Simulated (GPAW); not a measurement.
Consider La3AlC (Pm-3m).

```xyz
5
Lattice="5.2051 0.0000 0.0000 0.0000 5.2051 0.0000 0.0000 0.0000 5.2051" Properties=species:S:1:pos:R:3 pbc="T T T"
La    0.0000    2.6026    2.6026
La    2.6026    0.0000    2.6026
La    2.6026    2.6026    0.0000
Al    0.0000    0.0000    0.0000
C     2.6026    2.6026    2.6026
```

Absorber: atom 4, with 12 La at 3.68 Å (cuboctahedral, site symmetry m-3m). Method: GPAW, LDA, excited-electron core hole (neutral cell), 10-atom cell with 7.4 Å between holes, 5×5×5 k points, dipole transitions, Gaussian full width 0.9 eV up to 4 eV, rising linearly to 3.5 eV at 25 eV, without spin-orbit coupling.

Q: What does the Al K edge look like?

Main maxima up to 24 eV above the zero (height): 1.1 eV (0.57), 5.0 eV (3.90), 8.4 eV (1.10) and 17.4 eV (1.30). A K edge sees empty p states on the absorber. The total-energy difference is 1562.67 eV. One term is added: -13.88 eV, since the hole is spin-paired here and a spin-polarised one costs that much less in the free atom (computed apart). The photon energy is then 1548.79 eV. The tabulated edge of the element is 1559 eV. The functional leaves an error in such absolute values: in the free atom LDA prices this hole 7.2 eV below PBE (computed apart), and PBE is itself good to a few eV.

The Al K spectrum (energy from the lowest empty level; intensity scaled to a mean of 1 over the first 20 eV):

| E (eV) | intensity |
| --- | --- |
| -2.0 | 0.00 |
| -1.4 | 0.00 |
| -0.8 | 0.00 |
| -0.2 | 0.03 |
| 0.4 | 0.25 |
| 1.0 | 0.56 |
| 1.6 | 0.48 |
| 2.2 | 0.56 |
| 2.8 | 0.66 |
| 3.4 | 0.83 |
| 4.0 | 1.31 |
| 4.6 | 3.08 |
| 5.2 | 3.77 |
| 5.8 | 2.14 |
| 6.4 | 0.92 |
| 7.0 | 0.64 |
| 7.6 | 0.83 |
| 8.2 | 1.08 |
| 8.8 | 1.04 |
| 9.4 | 0.86 |
| 10.0 | 0.81 |
| 10.6 | 0.81 |
| 11.2 | 0.68 |
| 11.8 | 0.48 |
| 12.4 | 0.36 |
| 13.0 | 0.32 |
| 13.6 | 0.35 |
| 14.2 | 0.45 |
| 14.8 | 0.64 |
| 15.4 | 0.86 |
| 16.0 | 1.07 |
| 16.6 | 1.22 |
| 17.2 | 1.30 |
| 17.8 | 1.28 |
| 18.4 | 1.22 |
| 19.0 | 1.13 |
| 19.6 | 1.07 |
| 20.2 | 1.04 |
| 20.8 | 1.01 |
| 21.4 | 0.98 |
| 22.0 | 0.95 |
| 22.6 | 0.91 |
| 23.2 | 0.86 |
| 23.8 | 0.81 |
| 24.4 | 0.76 |
| 25.0 | 0.72 |
| 25.6 | 0.67 |
| 26.2 | 0.63 |
| 26.8 | 0.60 |
| 27.4 | 0.57 |
| 28.0 | 0.55 |
| 28.6 | 0.54 |
| 29.2 | 0.55 |

The mesh is coarse (0.24 Å⁻¹ between points), so small maxima may be mesh ripples. The structure is a computed Materials Project entry and may be a hypothetical form.

[Banner, clock and machine lines of the logs are left out without a mark of their own.]

[Logs are printed without paths, hosts, clocks, repeated set-up lines and the standing remarks that a program may print on its own settings, such as how far it seeks lower states.]

[Hosts, paths, dates, database ids (printed as entryN), source tags and the programs' standing remarks are cut or masked in the printed files.]

[Lists of maxima count a maximum above −3 eV only where it reaches 4 % of the highest in the window and stands out from its surroundings by 2 % of it (1.5 % where it reaches 55 %); shoulders and weaker maxima are passed over, and of the rest the first, up to two pre-edge ones and the few strongest are named.]
